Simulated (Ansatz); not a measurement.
# KSnCl3 (model cell, started as cubic perovskite with Sn in the octahedra): a soft mode frozen in, part 3 of 3

Which phase does KSnCl3 (model cell, started as cubic perovskite with Sn in the octahedra) fall into along its unstable mode, and how much energy does it gain?

Ansatz 0.2.0; DFT PBEsol, scalar-relativistic, plane waves, PAW; PAW set soft_1.

So far. Step 5 (Energy along the mode, all amplitudes (two of the runs …): The lowest of the steps tried is the last one, at 0.6 Å, 12.7 meV/atom below the parent; the bottom of the well need not coincide with a step. Step 7 (The new phase in its own primitive cell): The largest force component left is 0.66 meV/Å and the pressure is 0.000 GPa, within the tolerances set. The cell now holds 33.63 Å³/atom. The relaxed cell has a = 7.658, c = 9.932 Å (conventional setting).

The structure was built from a prototype and need not be the compound's stable phase.

### Step 8. Modes of the new phase, k-mesh 9×9×9

A relaxed structure may still be a saddle point, so its zone-centre modes are computed. The response to a homogeneous field gives the Born charges and the dielectric tensor.

Contents of input.yaml:

```yaml
crystal:
  lattice:
    - [3.8288794296, 2.2106045694, 3.3108289757]
    - [-3.8288794296, 2.2106045694, 3.3108289757]
    - [0.0, -4.4212091387, 3.3108289758]
  atoms:
    - { symbol: K, position: [0.0738236602, 0.0738236602, 0.0738236602] }
    - { symbol: Sn, position: [0.4920075433, 0.4920075433, 0.4920075433] }
    - { symbol: Cl, position: [0.4737007082, 0.9885526145, 0.4737007082] }
    - { symbol: Cl, position: [0.9885526145, 0.4737007082, 0.4737007082] }
    - { symbol: Cl, position: [0.4737007082, 0.4737007082, 0.9885526145] }
kpoints:
  mp_grid: { grid: [9, 9, 9] }
hamiltonian:
  xc: pbesol
  pseudopotentials: { kind: paw, azcp: { folder: soft_1 }, xc_functional: pbe }
scf:
  occupations: { method: fixed }
output:
  eigenvalues: true
phonons:
  method: dfpt
  dielectric: true
  rigid_motions: translations
```

Launch:

```
> ansatz run input.yaml --threads 4 --pin off --max-ram 16384MiB --backend cpu --events-out ev --progress --plain --runs-dir out
```

Numbers of over 12 decimals in the logs are rounded to 6 here.

Log:

```text
[...]
Crystal: 5 atoms, lattice volume = 168.140 Å³
Basis set: ecut = 420 eV, 3299 PW (Γ), exchange–correlation on 80×80×80 points (8 copies of the dense FFT grid, shifted against one another)
Bands: 27, of which v1, the nominal top of the filled ones, is band 22 counted from 1 (21 counted from 0)
Symmetry: 6 space group operations
k-points: 365 of 729 (irreducible under 1 space group operation, time reversal used)
[...]
SCF iter   1: F=—  HF=-10656.503765 eV  |F-HF|=—  |Δ(HF+E_count)|=         —  Δρ=3.46e-2  dr2=3.33e0  ethr=3.10e-3  ⟨swp⟩=5.1  Hψ=39501  notcnv=0  defer=851
[...]
SCF iter  11: F=-10655.039289 eV  HF=-10655.039289 eV  |F-HF|=2.13e-10  |Δ(HF+E_count)|=   5.00e-9  Δρ=1.83e-7  dr2=7.41e-11  ethr=1.00e-12  ⟨swp⟩=16.6  Hψ=89184  notcnv=0
SCF 1 converged in 11 iterations: F = -10655.039289 eV  dr2 = 7.41e-11
[...]
NSCF: frozen V_eff on 13 k-points
DFPT response loops at Γ: preconditioner auto → none (the input reference at scf.mixing.eps_inf says where Resta's filter doesn't serve); β = 0.50; Broyden in place of MSR1
── the response to a field inside a basis, on 14×14×14 k-points: an SCF that follows is theirs, and a resumed run solves both again ──
Bands: 23, of which v1, the nominal top of the filled ones, is band 22 counted from 1 (21 counted from 0)
k-points: 280 of 2744 (time reversal used)
[...]
Eigensolver: Dense (280 Hₖ)
SCF iter   1: F=—  HF=-10655.015193 eV  |F-HF|=—  |Δ(HF+E_count)|=         —  Δρ=1.27e-4  dr2=6.21e-6  ethr=1.00e-1
[...]
SCF iter   3: F=-10655.015200 eV  HF=-10655.015200 eV  |F-HF|=1.77e-8  |Δ(HF+E_count)|=   1.94e-6  Δρ=7.09e-6  dr2=5.21e-8  ethr=3.86e-9
SCF 1 converged in 3 iterations: F = -10655.015200 eV  dr2 = 5.21e-8
[...]
WARN: field response: inside a basis, on 14×14×14 points, no mesh in reach settles it: take ε∞, Z* and everything formed from them with what they may err, as stated (eps_inf_uncertainty, zstar_uncertainty_e), and compare with field_mesh: kpoints on a denser kpoints.mp_grid
WARN: field response: ε∞ stands inside a basis, on 14×14×14 points; the force constants stand on the 9×9×9 k-mesh, whose period is 12.48 times the interband length at k = (0.4444, 0.4444, -0.4444), direct gap 1.254 eV, under 14: take them and everything formed from them as unconverged, and compare with a denser kpoints.mp_grid
SCF converged after 11 iterations
Free energy (F): -10655.039289 eV
[...]
Internal energy: -10655.039289 eV  (E = F + TS)
E sigma→0 (E₀):  -10655.039289 eV
Fermi energy:    3.651334 eV
[...]
--- Band table (eV; the first three rows and the last of 365) ---
  k-point 0: bands = [... 18 lower, 0.3823, 0.5444, 0.5444, 0.5464, 6.0443, 8.4098, 8.4569, 8.4569, ... 1 higher]
  k-point 1: bands = [... 18 lower, 0.3782, 0.5197, 0.5459, 0.5634, 6.1492, 8.2278, 8.5034, 8.5560, ... 1 higher]
  k-point 2: bands = [... 18 lower, 0.3646, 0.4630, 0.5406, 0.7316, 6.4403, 7.6623, 8.4036, 8.4673, ... 1 higher]
  k-point 364: bands = [... 18 lower, 0.2815, 0.4876, 0.5675, 1.8494, 5.8378, 7.5575, 7.8754, 7.9875, ... 1 higher]
--- Phonons (Γ-DFPT): 6 representative perturbations + reference, on 365 of 729 k-points (Σ response iterations 19) ---
  k mesh reduced under 1 symmetry operation, with k and −k counted as one. Each operation leaves every solved perturbation unchanged. A smaller set is not considered because the run solves the response to a homogeneous field
  ASR residual: 1.297e-4 → 0.000e0 eV/Å²; symmetrization residual: 6.105e-6 eV/Å²
  ASR residual per site (eV/Å²): 4.30e-5 1.30e-4 8.46e-5 8.46e-5 9.24e-5
[...]
ε∞ (high-frequency dielectric tensor):
        5.225062    -0.000000     0.000000
        0.000000     5.225062     0.000000
        0.000000     0.000000     5.358342
  softest optical mode at Γ: -29.40 cm⁻¹; the repairs (sum rule, projections) moved no ω² at Γ by more than (1.25 cm⁻¹)²
  Born effective charges Z* (e; rows j = field, columns β = displacement):
    site 0:
         1.22290   -0.00000    0.00000
        -0.00000    1.22290   -0.00000
        -0.00000   -0.00000    1.18613
    site 1:
         4.32808   -0.00000   -0.00000
         0.00000    4.32808    0.00000
        -0.00000    0.00000    4.80617
    site 2:
        -2.52156    1.16261    1.74408
         1.16261   -1.17910   -1.00695
         1.61157   -0.93044   -1.99743
    site 3:
        -2.52156   -1.16261   -1.74408
        -1.16261   -1.17910   -1.00695
        -1.61157   -0.93044   -1.99743
    site 4:
        -0.50786   -0.00000    0.00000
         0.00000   -3.19279    2.01389
        -0.00000    1.86088   -1.99743
  Z* charge neutrality: 1.212e-2 e pre-enforcement
  solved inside a basis spanned on kpoints, on 14×14×14 k-points, which do not settle them: ε∞ is read to err by 6.1e-2, Z* by 7.1e-2 e (field_mesh: kpoints solves on kpoints); Z* is corrected for what the basis lacks
  optical modes at Γ without the LO–TO term, one row a degenerate level:
      ω (cm⁻¹)  modes    IR ((D/Å)²/amu)
        -29.40      2             2.1754
        -20.52      1             0.0000
         33.19      2            15.9818
         69.65      1            11.0979
         76.91      1             8.7450
         78.28      2             2.5238
         92.23      2            16.6895
        106.35      1             0.0269
  optical modes at Γ + LO–TO along q̂ = [1.0000, 0.0000, 0.0000]:
      ω (cm⁻¹)  modes    IR ((D/Å)²/amu)
        -29.40      1             1.0877
        -26.13      1             0.0048
        -20.52      1             0.0000
         33.19      1             7.9909
         63.82      1             0.1014
         69.65      1            11.0979
         76.91      1             8.7450
         78.28      1             1.2619
         80.88      1             0.0173
         92.23      1             8.3447
        106.35      1             0.0269
        224.28      1            18.5617
  optical modes at Γ + LO–TO along q̂ = [0.0000, 1.0000, 0.0000]:
      ω (cm⁻¹)  modes    IR ((D/Å)²/amu)
        -29.40      1             1.0877
        -26.13      1             0.0048
[...]
80.88      1             0.0173
         92.23      1             8.3447
        106.35      1             0.0269
        224.28      1            18.5617
  optical modes at Γ + LO–TO along q̂ = [0.0000, 0.0000, 1.0000]:
      ω (cm⁻¹)  modes    IR ((D/Å)²/amu)
        -29.40      2             2.1754
        -20.52      1             0.0000
         33.19      2            15.9818
         73.76      1             0.0025
         78.28      2             2.5238
         92.23      2            16.6895
        106.30      1             0.0006
        228.85      1            19.8668
```

The job ended after 9.7 min (4 threads of Arm Neoverse V1, shared host; peak memory 6.2 GiB; 37 min of CPU time).

This step gave:

| Quantity | Value |
| --- | --- |
| sum-rule residual before enforcement | 1.30e-4 eV/Å² |
| miss of the charge sum rule | 0.01212 e |
| estimated error of the dielectric tensor | 0.06065 |
| estimated error of the Born charges | 0.07137 e |
| point group | 3m |
| highest optical mode at the zone centre (no LO-TO term) | 106.3 cm⁻¹ |
| lowest optical zone-centre mode | -29.4 cm⁻¹ |
| mean high-frequency dielectric constant | 5.269 |
| largest Born charge (third of the trace) | 4.487 e |
| top of the zone-centre spectrum with the field | 228.8 cm⁻¹ |

Without the LO-TO term. Patterns of degenerate modes are one choice out of their space. Modes at Γ, with each element's share of the kinetic energy (negative means imaginary):

```
mode  frequency (cm⁻¹)  symmetry  K %  Sn %  Cl %
   1             -29.4         E   57     1    43
   2             -29.4         E   57     1    43
   3             -20.5        A2    0     0   100
   4               0.0  acoustic   15    45    40
   5               0.0  acoustic   15    45    40
   6               0.0  acoustic   15    45    40
   7              33.2         E    0     0   100
   8              33.2         E    0     0   100
   9              69.7        A1   12    53    36
  10              76.9        A1   44     1    54
  11              78.3         E   24    36    41
  12              78.3         E   24    36    41
  13              92.2         E    5    19    76
  14              92.2         E    5    19    76
  15             106.3        A1   29     1    70
```

Displacements in mode 1 (-29.4 cm⁻¹), the largest set to 1:
```
K1   1.00  0.82  0.00
Sn2 -0.06 -0.05  0.00
Cl3 -0.38 -0.75  0.12
Cl4  0.18 -0.07 -0.34
Cl5 -0.69  0.08  0.22
```

Displacements in mode 3 (-20.5 cm⁻¹), the largest set to 1:
```
K1   0.00  0.00  0.00
Sn2  0.00  0.00  0.00
Cl3 -0.50 -0.87  0.00
Cl4 -0.50  0.87  0.00
Cl5  1.00  0.00  0.00
```

High-frequency dielectric tensor, which the program warns is not settled by the k meshes in reach. Tensor:

```
       x      y      z
x  5.225      0      0
y      0  5.225      0
z      0      0  5.358
```

Optical modes at the zone centre, without and with the macroscopic field of the longitudinal modes; each column is sorted by frequency, so a row need not hold one and the same mode. Modes with and without the field, by row:

```
rank among optical modes  no field (cm⁻¹)  q along (1, 0, 0) (cm⁻¹)  q along (0, 0, 1) (cm⁻¹)
                       1            -29.4                     -29.4                     -29.4
                       2            -29.4                     -26.1                     -29.4
                       3            -20.5                     -20.5                     -20.5
                       4             33.2                      33.2                      33.2
                       5             33.2                      63.8                      33.2
                       6             69.7                      69.7                      73.8
                       7             76.9                      76.9                      78.3
                       8             78.3                      78.3                      78.3
                       9             78.3                      80.9                      92.2
                      10             92.2                      92.2                      92.2
                      11             92.2                     106.3                     106.3
                      12            106.3                     224.3                     228.8
```

Born charge (rows field, columns displacement) (e), principal values of the symmetric part by kind of site:

```
atom  atoms with these values    low  middle   high   mean
  K1                        1   1.19    1.22   1.22   1.21
 Sn2                        1   4.33    4.33   4.81   4.49
 Cl3                        3  -4.62   -0.57  -0.51  -1.90
```

In full for Cl3:

```
-2.52  1.16  1.74
 1.16 -1.18 -1.01
 1.61 -0.93 -2.00
```

Transverse modes; imaginary modes are left out. Lines of the infrared spectrum (strongest = 100):

```
position (cm⁻¹)  relative intensity
             33                  96
             70                  66
             77                  52
             78                  15
             92                 100
            106                 0.2
```

Before it was imposed, the acoustic sum rule was missed by 1.3e-4 eV/Å² and the charge sum rule by 0.012 e. Small misses are needed for a sound result but don't prove that mesh and cutoff are converged. The lowest optical mode is imaginary, 29.4i cm⁻¹, so the energy falls along it.

The log warns of the k mesh: “the force constants stand on the 9×9×9 k-mesh, whose period is 12.48 times the interband length at k = (0.4444, 0.4444, -0.4444), direct gap 1.254 eV, under 14: take them and everything formed from them as unconverged”.

### Step 9. Summary of results

```
unstable mode of the parent                                                      : q = (0, 0, 0), 61i cm⁻¹
depth at the lowest point sampled                                                : 12.7 meV/atom
largest atomic shift at that point                                               : 0.6 Å
space group reached (within 0.01 Å)                                              : R3m
energy gained over the parent (first relaxation, on the mesh of the frozen mode) : 15.7 meV/atom
volume per atom, phase reached                                                   : 33.6 Å³
gap on the k-mesh, phase reached                                                 : 1.25 eV
lowest optical zone-centre mode, phase reached                                   : -29.4 cm⁻¹
highest optical mode at the zone centre (no LO-TO term), phase reached           : 106 cm⁻¹
```

In words: Along this mode the structure falls into R3m, 15.7 meV/atom below the parent. At the parent's cell the well is 12.71 meV/atom deep on the steps tried, with its lowest point at a shift of 0.6 Å. That is the last step tried, so the steps alone don't bracket the bottom of the well. Relaxing atoms and cell changes the gain by +2.94 meV/atom against the lowest step (energies at zero smearing). The new phase still has an imaginary mode at the zone centre of its cell, so it is a saddle point on the way to a lower structure. Of the 4 patterns followed to their end from this parent, this one ends 22.0 meV/atom above the lowest, P4/mbm. Each path keeps the symmetry of its pattern, so a lower phase may lie along a pattern not tried. With the field response the log warns that the k mesh is coarse for the force constants too, so the frequencies may not be converged. In at least one run the field response is not settled by the k meshes in reach, so its dielectric tensor, Born charges and longitudinal modes are rough. Spin-orbit coupling is left out, which can matter for the heavy elements here. The PAW files were made for PBE and serve the other functionals too. The starting cell was built on a prototype and not taken from a measurement, so the phase need not exist.

[Logs are printed without paths, hosts, clocks, repeated set-up lines and the standing remarks that a program may print on its own settings, such as how far it seeks lower states.]

[Hosts, paths, dates, database ids (printed as entryN), source tags and the programs' standing remarks are cut or masked in the printed files.]
